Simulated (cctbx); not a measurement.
## A crystallographic session in cctbx: CdBPt2

Library: cctbx 2025.11. The data are simulated by the first script.

## 1. Simulate the data

run.py:

```python
from cctbx import adptbx, crystal, miller, sgtbx, xray
from cctbx.array_family import flex
from iotbx.shelx import hklf
from scitbx import matrix
import scitbx.random

cs = crystal.symmetry(unit_cell=(3.008, 3.008, 14.153, 90, 90, 120), space_group_symbol='Hall: -P 6c 2c')  # P6_3/mmc
atoms = [  # label, site, U (iso, or U11 U22 U33 U12 U13 U23 in A^2), occupancy
    ("Pt1", (2/3, 1/3, 0.9247), (0.0028, 0.0028, 0.0024, 0.0014, 0.0000, 0.0000), 1),
    ("Cd1", (1/3, 2/3, 0.75), (0.0073, 0.0073, 0.0190, 0.0036, -0.0000, -0.0000), 1),
    ("B1", (0, 0, 0), (0.0077, 0.0077, 0.0063, 0.0039, 0.0000, -0.0000), 1),
]
xs = xray.structure(crystal_symmetry=cs)
for label, site, u, occ in atoms:
    u = adptbx.u_cif_as_u_star(cs.unit_cell(), u) if isinstance(u, tuple) else u
    xs.add_scatterer(xray.scatterer(label, site=site, u=u, occupancy=occ))
xs.set_inelastic_form_factors(0.71073, "sasaki")
xs.show_summary()
p1 = xs.expand_to_p1()
ms = miller.build_set(p1, anomalous_flag=True, d_min=0.7)
flex.set_random_seed(699402)
scitbx.random.set_random_seed(699402)
ms = ms.select(flex.random_double(ms.size()) < 0.8)
i = ms.structure_factors_from_scatterers(p1, algorithm="direct").f_calc().as_intensity_array().data()
i = i * 20000 / flex.max(i)
sig = flex.sqrt(i + flex.pow2(0.02 * i) + 2 ** 2)
noise = scitbx.random.variate(scitbx.random.normal_distribution())(i.size())
data = ms.array(data=i + sig * noise, sigmas=sig).set_observation_type_xray_intensity()
with open("data.hkl", "w") as f:
    data.export_as_shelx_hklf(f)
print("reflections written:", data.size(), " <I/sigma> = %.1f" % flex.mean(data.data() / data.sigmas()))
for h, a, b in list(data.sort("data"))[:12]:
    print("%4d%4d%4d %9.1f %7.1f" % (h + (a, b)))
```

```console
$ python run.py
```

```text
Number of scatterers: 3
At special positions: 3
Unit cell: (3.008, 3.008, 14.153, 90, 90, 120)
Space group: P 63/m m c (No. 194)
reflections written: 1122  <I/sigma> = 19.6
   0   0   6   20124.4   424.3
   0   0  -6   20012.4   424.3
  -2   1   0   16910.7   347.2
   1  -1  -3   16553.7   348.5
  -1  -1   0   16414.8   347.2
   0   1   3   16352.0   348.5
   0  -1   3   16301.4   348.5
   2  -1   0   16235.6   347.2
  -1   2   0   16146.5   347.2
   1  -2   0   16066.0   347.2
   1   0   3   16064.9   348.5
  -1   0   3   16005.2   348.5
```

Run time: 0.21 s on 1 thread of Arm Neoverse V2 (shared host), peak memory 0.07 GiB.

## 2. Refinement (right model, isotropic)

run.py:

```python
import math
from cctbx import adptbx, crystal, maptbx, sgtbx, xray
from cctbx.array_family import flex
from cctbx.xray import observations
from iotbx.shelx import hklf
from scitbx.lstbx import normal_eqns_solving
from smtbx import absolute_structure, utils
from smtbx.refinement import constraints, least_squares

cs = crystal.symmetry(unit_cell=(3.008, 3.008, 14.153, 90, 90, 120), space_group_symbol='Hall: -P 6c 2c')  # P6_3/mmc
atoms = [  # label, site, U (iso, or U11 U22 U33 U12 U13 U23 in A^2), occupancy
    ("Pt1", (2/3, 1/3, 0.925), 0.0200, 1),
    ("Cd1", (1/3, 2/3, 0.75), 0.0200, 1),
    ("B1", (0, 0, 0), 0.0200, 1),
]
xs = xray.structure(crystal_symmetry=cs)
for label, site, u, occ in atoms:
    u = adptbx.u_cif_as_u_star(cs.unit_cell(), u) if isinstance(u, tuple) else u
    xs.add_scatterer(xray.scatterer(label, site=site, u=u, occupancy=occ))
xs.set_inelastic_form_factors(0.71073, "sasaki")
raw = hklf.reader(file_name="data.hkl").as_miller_arrays(crystal_symmetry=cs, anomalous=True)[0]
merged = raw.eliminate_sys_absent().merge_equivalents()
fo2 = merged.array().set_observation_type_xray_intensity()
print("Rint %.3f, %d unique reflections to %.2f A" % (merged.r_int(), fo2.size(), fo2.d_min()))
for sc in xs.scatterers():
    sc.flags.set_grad_site(True)
    sc.flags.set_grad_u_aniso(sc.flags.use_u_aniso())
    sc.flags.set_grad_u_iso(sc.flags.use_u_iso())
obs = fo2.as_xray_observations()
extra = {}
rep = constraints.reparametrisation(xs, [], utils.connectivity_table(xs), **extra)
ls = least_squares.crystallographic_ls(obs, rep, weighting_scheme=least_squares.mainstream_shelx_weighting(a=0, b=0))
print("cycle     R1     wR2    GooF  max shift (A)")
for cycle in range(8):
    ls.build_up()
    r1, wr2, goof = ls.r1_factor(cutoff_factor=2)[0], ls.wR2(), ls.goof()
    old = xs.sites_cart()
    normal_eqns_solving.levenberg_marquardt_iterations(ls, n_max_iterations=3, tau=1e-06, step_threshold=1e-7)
    big = flex.max((xs.sites_cart() - old).norms())
    print("%4d %7.4f %7.4f %7.3f %9.5f" % (cycle + 1, r1, wr2, goof, big))
    ls.build_up(objective_only=True)
    if abs(ls.wR2() - wr2) < 5e-5 and big < 5e-4:
        break
ls.build_up()
print("final R1 %.4f wR2 %.4f GooF %.3f  parameters %d  data/parameter %.1f" % (ls.r1_factor(cutoff_factor=2)[0], ls.wR2(), ls.goof(), ls.n_parameters, fo2.size() / ls.n_parameters))
cov = ls.covariance_matrix_and_annotations()
su = dict(zip(cov.annotations, (math.sqrt(max(v, 0)) for v in cov.matrix.matrix_packed_u_diagonal())))
a2 = cs.unit_cell().reciprocal_parameters()[0] ** -2
print("atom        x        y        z      Ueq    occ   su(xyz)  su(Uiso or U11)")
for sc in xs.scatterers():
    s = max(su.get(sc.label + k, 0) for k in (".x", ".y", ".z"))
    npd = "" if sc.is_positive_definite_u(cs.unit_cell()) else "  NPD"
    print("%-5s %8.5f %8.5f %8.5f %8.4f %6.3f %8.5f %7.4f%s" % ((sc.label,) + sc.site + (sc.u_iso_or_equiv(cs.unit_cell()), sc.occupancy, s, su.get(sc.label + ".uiso", su.get(sc.label + ".u11", 0) * a2), npd)))
fo = fo2.f_sq_as_f()
fc = fo.structure_factors_from_scatterers(xs, algorithm="direct").f_calc()
diff = fo.f_obs_minus_f_calc(1 / math.sqrt(ls.scale_factor()), fc).average_bijvoet_mates()
m = diff.fft_map(symmetry_flags=maptbx.use_space_group_symmetry, resolution_factor=0.25).apply_volume_scaling()
print("difference map: max %.2f min %.2f rms %.2f" % (m.statistics().max(), m.statistics().min(), m.statistics().sigma()))
peaks = m.peak_search(parameters=maptbx.peak_search_parameters(min_distance_sym_equiv=0.6, max_clusters=6)).all()
near = xs.closest_distances(peaks.sites(), distance_cutoff=4)
sps = cs.special_position_settings(min_distance_sym_equiv=0.5)
for k, (x, h) in enumerate(zip(peaks.sites(), peaks.heights())):
    ss = sps.site_symmetry(x)
    print("Q%-3d %7.4f %7.4f %7.4f %4d %7.2f  %.2f A from %s" % ((k + 1,) + tuple(t % 1 for t in ss.exact_site()) + (ss.multiplicity(), h, near.smallest_distances[k], xs.scatterers()[near.i_seqs[k]].label)))
```

```console
$ python run.py
```

```text
Rint 0.021, 94 unique reflections to 0.70 A
cycle     R1     wR2    GooF  max shift (A)
   1  0.1777  0.3765  30.749   0.00562
   2  0.0240  0.0565   4.616   0.00000
final R1 0.0240 wR2 0.0565 GooF 4.616  parameters 4  data/parameter 23.5
atom        x        y        z      Ueq    occ   su(xyz)  su(Uiso or U11)
Pt1    0.66667  0.33333  0.92460   0.0026  1.000  0.00004  0.0003
Cd1    0.33333  0.66667  0.75000   0.0104  1.000  0.00000  0.0004
B1     0.00000  0.00000  0.00000   0.0093  1.000  0.00000  0.0048
difference map: max 10.12 min -4.57 rms 0.68
Q1    0.3333  0.6667  0.7175    4   10.60  0.46 A from Cd1
Q2    0.3333  0.6667  0.0686    4    2.24  0.10 A from Pt1
Q3    0.3333  0.6667  0.6540    4    1.20  1.36 A from Cd1
Q4    0.1128  0.2256  0.2233   12    1.12  1.58 A from Cd1
Q5    0.1667  0.3333  0.7500    6    1.10  0.87 A from Cd1
Q6    0.1696  0.3393  0.6818   12    1.10  1.29 A from Cd1
```

Time: 0.36 s.

Figures of merit this high mean that the model is still wrong or incomplete.

## 3. Refinement (right model, anisotropic)

run.py, as its changes from the last script of this kind:

```diff
@@ -12,3 +12,3 @@
-    ("Pt1", (2/3, 1/3, 0.925), 0.0200, 1),
-    ("Cd1", (1/3, 2/3, 0.75), 0.0200, 1),
-    ("B1", (0, 0, 0), 0.0200, 1),
+    ("Pt1", (2/3, 1/3, 0.9246), 0.0030, 1),
+    ("Cd1", (1/3, 2/3, 0.75), 0.0104, 1),
+    ("B1", (0, 0, 0), 0.0093, 1),
@@ -20,0 +21 @@
+xs.convert_to_anisotropic()
```

```console
$ python run.py
```

```text
Rint 0.021, 94 unique reflections to 0.70 A
cycle     R1     wR2    GooF  max shift (A)
   1  0.0251  0.0578   4.803   0.00139
   2  0.0052  0.0119   0.988   0.00000
final R1 0.0052 wR2 0.0119 GooF 0.988  parameters 7  data/parameter 13.4
atom        x        y        z      Ueq    occ   su(xyz)  su(Uiso or U11)
Pt1    0.66667  0.33333  0.92470   0.0026  1.000  0.00001  0.0001
Cd1    0.33333  0.66667  0.75000   0.0111  1.000  0.00000  0.0001
B1     0.00000  0.00000  0.00000   0.0076  1.000  0.00000  0.0015
difference map: max 0.74 min -0.45 rms 0.15
Q1    0.3333  0.6667  0.6325    4    0.74  1.66 A from Cd1
Q2    0.0000  0.0000  0.0484    4    0.65  0.69 A from B1
Q3    0.1389  0.2778  0.2500    6    0.51  1.51 A from Cd1
Q4    0.0424  0.5212  0.1844   12    0.48  1.35 A from Cd1
Q5    0.0000  0.0000  0.1723    4    0.47  2.06 A from Cd1
Q6    0.1673  0.3346  0.6788   12    0.42  1.33 A from Cd1
```

Time: 0.34 s.

## 4. Refinement

run.py, as its changes from the last script of this kind:

```diff
@@ -14 +13,0 @@
-    ("B1", (0, 0, 0), 0.0093, 1),
@@ -35 +34 @@
-for cycle in range(8):
+for cycle in range(12):
```

```console
$ python run.py
```

```text
Rint 0.021, 94 unique reflections to 0.70 A
cycle     R1     wR2    GooF  max shift (A)
   1  0.0328  0.0815   6.692   0.00123
   2  0.0228  0.0567   4.656   0.00000
final R1 0.0228 wR2 0.0567 GooF 4.656  parameters 5  data/parameter 18.8
atom        x        y        z      Ueq    occ   su(xyz)  su(Uiso or U11)
Pt1    0.66667  0.33333  0.92469   0.0026  1.000  0.00005  0.0003
Cd1    0.33333  0.66667  0.75000   0.0112  1.000  0.00000  0.0006
difference map: max 15.23 min -0.96 rms 0.63
Q1    0.0000  0.0000  0.0000    2   15.23  2.04 A from Pt1
Q2    0.0000  0.0000  0.0681    4    1.25  1.74 A from Pt1
Q3    0.3333  0.6667  0.6294    4    0.98  1.71 A from Cd1
Q4    0.3333  0.6667  0.0619    4    0.95  0.19 A from Pt1
Q5    0.1565  0.3130  0.0449   12    0.76  1.02 A from Pt1
Q6    0.1647  0.5824  0.7500    6    0.56  0.44 A from Cd1
```

Time: 0.32 s.

This run holds a fault made on purpose: atom left out: B1.

## 5. Refinement

run.py:

```python
import math
from cctbx import adptbx, crystal, maptbx, sgtbx, xray
from cctbx.array_family import flex
from cctbx.xray import observations
from iotbx.shelx import hklf
from scitbx.lstbx import normal_eqns_solving
from smtbx import absolute_structure, utils
from smtbx.refinement import constraints, least_squares

cs = crystal.symmetry(unit_cell=(3.008, 3.008, 14.153, 90, 90, 120), space_group_symbol='Hall: -P 6c 2c')  # P6_3/mmc
atoms = [  # label, site, U (iso, or U11 U22 U33 U12 U13 U23 in A^2), occupancy
    ("Pt1", (2/3, 1/3, 0.9246), 0.0030, 1),
    ("Cd1", (1/3, 2/3, 0.75), 0.0104, 1),
]
xs = xray.structure(crystal_symmetry=cs)
for label, site, u, occ in atoms:
    u = adptbx.u_cif_as_u_star(cs.unit_cell(), u) if isinstance(u, tuple) else u
    xs.add_scatterer(xray.scatterer(label, site=site, u=u, occupancy=occ))
xs.set_inelastic_form_factors(0.71073, "sasaki")
xs.convert_to_anisotropic()
raw = hklf.reader(file_name="data.hkl").as_miller_arrays(crystal_symmetry=cs, anomalous=True)[0]
merged = raw.eliminate_sys_absent().merge_equivalents()
fo2 = merged.array().set_observation_type_xray_intensity()
print("Rint %.3f, %d unique reflections to %.2f A" % (merged.r_int(), fo2.size(), fo2.d_min()))
for sc in xs.scatterers():
    sc.flags.set_grad_site(True)
    sc.flags.set_grad_u_aniso(sc.flags.use_u_aniso())
    sc.flags.set_grad_u_iso(sc.flags.use_u_iso())
obs = fo2.as_xray_observations()
extra = {}
rep = constraints.reparametrisation(xs, [], utils.connectivity_table(xs), **extra)
ls = least_squares.crystallographic_ls(obs, rep, weighting_scheme=least_squares.mainstream_shelx_weighting(a=0, b=0))
print("cycle     R1     wR2    GooF  max shift (A)")
for cycle in range(12):
    ls.build_up()
    r1, wr2, goof = ls.r1_factor(cutoff_factor=2)[0], ls.wR2(), ls.goof()
    old = xs.sites_cart()
    normal_eqns_solving.levenberg_marquardt_iterations(ls, n_max_iterations=3, tau=1e-06, step_threshold=1e-7)
    big = flex.max((xs.sites_cart() - old).norms())
    print("%4d %7.4f %7.4f %7.3f %9.5f" % (cycle + 1, r1, wr2, goof, big))
    ls.build_up(objective_only=True)
    if abs(ls.wR2() - wr2) < 5e-5 and big < 5e-4:
        break
ls.build_up()
print("final R1 %.4f wR2 %.4f GooF %.3f  parameters %d  data/parameter %.1f" % (ls.r1_factor(cutoff_factor=2)[0], ls.wR2(), ls.goof(), ls.n_parameters, fo2.size() / ls.n_parameters))
cov = ls.covariance_matrix_and_annotations()
su = dict(zip(cov.annotations, (math.sqrt(max(v, 0)) for v in cov.matrix.matrix_packed_u_diagonal())))
a2 = cs.unit_cell().reciprocal_parameters()[0] ** -2
print("atom        x        y        z      Ueq    occ   su(xyz)  su(Uiso or U11)")
for sc in xs.scatterers():
    s = max(su.get(sc.label + k, 0) for k in (".x", ".y", ".z"))
    npd = "" if sc.is_positive_definite_u(cs.unit_cell()) else "  NPD"
    print("%-5s %8.5f %8.5f %8.5f %8.4f %6.3f %8.5f %7.4f%s" % ((sc.label,) + sc.site + (sc.u_iso_or_equiv(cs.unit_cell()), sc.occupancy, s, su.get(sc.label + ".uiso", su.get(sc.label + ".u11", 0) * a2), npd)))
fo = fo2.f_sq_as_f()
fc = fo.structure_factors_from_scatterers(xs, algorithm="direct").f_calc()
diff = fo.f_obs_minus_f_calc(1 / math.sqrt(ls.scale_factor()), fc).average_bijvoet_mates()
m = diff.fft_map(symmetry_flags=maptbx.use_space_group_symmetry, resolution_factor=0.25).apply_volume_scaling()
print("difference map: max %.2f min %.2f rms %.2f" % (m.statistics().max(), m.statistics().min(), m.statistics().sigma()))
peaks = m.peak_search(parameters=maptbx.peak_search_parameters(min_distance_sym_equiv=0.6, max_clusters=6)).all()
near = xs.closest_distances(peaks.sites(), distance_cutoff=4)
sps = cs.special_position_settings(min_distance_sym_equiv=0.5)
for k, (x, h) in enumerate(zip(peaks.sites(), peaks.heights())):
    ss = sps.site_symmetry(x)
    print("Q%-3d %7.4f %7.4f %7.4f %4d %7.2f  %.2f A from %s" % ((k + 1,) + tuple(t % 1 for t in ss.exact_site()) + (ss.multiplicity(), h, near.smallest_distances[k], xs.scatterers()[near.i_seqs[k]].label)))
```

```console
$ python run.py
```

```text
Rint 0.021, 94 unique reflections to 0.70 A
cycle     R1     wR2    GooF  max shift (A)
   1  0.0328  0.0815   6.692   0.00123
   2  0.0228  0.0567   4.656   0.00000
final R1 0.0228 wR2 0.0567 GooF 4.656  parameters 5  data/parameter 18.8
atom        x        y        z      Ueq    occ   su(xyz)  su(Uiso or U11)
Pt1    0.66667  0.33333  0.92469   0.0026  1.000  0.00005  0.0003
Cd1    0.33333  0.66667  0.75000   0.0112  1.000  0.00000  0.0006
difference map: max 15.23 min -0.96 rms 0.63
Q1    0.0000  0.0000  0.0000    2   15.23  2.04 A from Pt1
Q2    0.0000  0.0000  0.0681    4    1.25  1.74 A from Pt1
Q3    0.3333  0.6667  0.6294    4    0.98  1.71 A from Cd1
Q4    0.3333  0.6667  0.0619    4    0.95  0.19 A from Pt1
Q5    0.1565  0.3130  0.0449   12    0.76  1.02 A from Pt1
Q6    0.1647  0.5824  0.7500    6    0.56  0.44 A from Cd1
```

Time: 0.32 s.

This run holds a fault made on purpose: atom left out: B1.

## 6. Refinement

run.py, as its changes from the last script of this kind:

```diff
@@ -13,0 +14 @@
+    ("B1", (0, 0, 0), 0.0093, 1),
@@ -19 +20 @@
-xs.set_inelastic_form_factors(0.71073, "sasaki")
+xs.set_inelastic_form_factors(1.54184, "sasaki")
```

```console
$ python run.py
```

```text
Rint 0.021, 94 unique reflections to 0.70 A
cycle     R1     wR2    GooF  max shift (A)
   1  0.0606  0.1339  11.122   0.00174
   2  0.0145  0.0359   2.985   0.00000
final R1 0.0145 wR2 0.0359 GooF 2.985  parameters 7  data/parameter 13.4
atom        x        y        z      Ueq    occ   su(xyz)  su(Uiso or U11)
Pt1    0.66667  0.33333  0.92472   0.0014  1.000  0.00003  0.0002
Cd1    0.33333  0.66667  0.75000   0.0158  1.000  0.00000  0.0004
B1     0.00000  0.00000  0.00000   0.0102  1.000  0.00000  0.0048
difference map: max 1.10 min -3.42 rms 0.44
Q1    0.3333  0.6667  0.6252    4    1.11  1.77 A from Cd1
Q2    0.1147  0.2295  0.2500    6    0.92  1.53 A from Cd1
Q3    0.1756  0.3512  0.7136   12    0.92  0.97 A from Cd1
Q4    0.0000  0.0000  0.0478    4    0.91  0.68 A from B1
Q5    0.0285  0.5143  0.7010   12    0.81  1.05 A from Cd1
Q6    0.0250  0.5125  0.2500    6    0.77  0.93 A from Cd1
```

Run time: 0.32 s on 1 thread of Arm Neoverse V2 (shared host), peak memory 0.09 GiB.

This run holds a fault made on purpose: dispersion terms of the wrong wavelength.

[Logs are printed without paths, hosts, clocks, repeated set-up lines and the standing remarks that a program may print on its own settings, such as how far it seeks lower states.]
